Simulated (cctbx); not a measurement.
## Diagnosing a refinement

Cell a = 4.5560 Å, b = 4.5560 Å, c = 10.8260 Å, α = 90.00°, β = 90.00°, γ = 90.00°; space group I4/mmm (no. 139).

Simulated single-crystal data (cctbx): Cu Kα, λ = 1.54184 Å, to d = 0.83 Å, 95 % of the full sphere, strongest reflection 40000 counts, noise from counting, a 2 % proportional error and a noise floor of 15 counts (s.d.); no absorption, and some extinction, which the refinements don't model.

An anisotropic refinement with weights 1/σ² prints:

```text
Rint 0.018, 82 unique reflections to 0.84 A
cycle     R1     wR2    GooF  max shift (A)
   1  0.0202  0.0515   5.844   0.00004
   2  0.0082  0.0198   2.248   0.00000
final R1 0.0082 wR2 0.0198 GooF 2.248  parameters 7  data/parameter 11.7
atom        x        y        z      Ueq    occ   su(xyz)  su(Uiso or U11)
Bi1    0.00000  0.00000  0.00000   0.0109  1.000  0.00000  0.0002
As1    0.50000  0.50000  0.12669   0.0204  1.000  0.00007  0.0003
Mg1    0.50000  0.00000  0.25000   0.0238  1.000  0.00000  0.0008
difference map: max 0.27 min -0.73 rms 0.11
Q1    0.1129  0.3220  0.5000   16    0.28  1.94 A from Bi1
Q2    0.0000  0.0000  0.1675    4    0.18  1.81 A from Bi1
Q3    0.0000  0.4197  0.4232   16    0.13  1.91 A from Mg1
Q4    0.0000  0.1646  0.4525   16    0.13  1.14 A from As1
Q5    0.0000  0.1356  0.1192   16    0.13  1.43 A from Bi1
Q6    0.2083  0.2083  0.3337   16    0.12  1.41 A from As1
```

Q: Accept it or mend it, and why?

Mend it. The fault: wrong element: As1 is Ge. Against the right model at the same level, R1 goes from 0.0045 to 0.0082 and GooF from 1.12 to 2.25 and a hole of -0.7 e/Å³ opens. As1 has 1 electron too many and its U swells to shed them, as expected (near an absorption edge f′ can widen the mismatch well beyond the difference in Z).

The compound is Mg2Ge2Bi. The right model at the same level gives:

```text
Rint 0.018, 82 unique reflections to 0.84 A
cycle     R1     wR2    GooF  max shift (A)
   1  0.0045  0.0099   1.125   0.00004
final R1 0.0045 wR2 0.0099 GooF 1.120  parameters 7  data/parameter 11.7
atom        x        y        z      Ueq    occ   su(xyz)  su(Uiso or U11)
Bi1    0.00000  0.00000  0.00000   0.0109  1.000  0.00000  0.0001
Ge1    0.50000  0.50000  0.12669   0.0173  1.000  0.00004  0.0001
Mg1    0.50000  0.00000  0.25000   0.0238  1.000  0.00000  0.0004
difference map: max 0.22 min -0.28 rms 0.06
Q1    0.1218  0.3340  0.5000   16    0.22  1.88 A from Bi1
Q2    0.0691  0.0691  0.1733   16    0.15  1.93 A from Bi1
Q3    0.0000  0.0000  0.4624    4    0.12  0.97 A from Ge1
Q4    0.2148  0.2148  0.3258   16    0.12  1.48 A from Ge1
Q5    0.0000  0.1400  0.4565   16    0.11  1.10 A from Ge1
Q6    0.0000  0.4180  0.4202   16    0.10  1.88 A from Mg1
```

The model was made for the exercise: a known structure type with other elements put in, its volume estimated, not relaxed; displacement parameters are assumed.

[Middle refinement cycles are left out of these outputs.]

[Logs are printed without paths, hosts, clocks, repeated set-up lines and the standing remarks that a program may print on its own settings, such as how far it seeks lower states.]
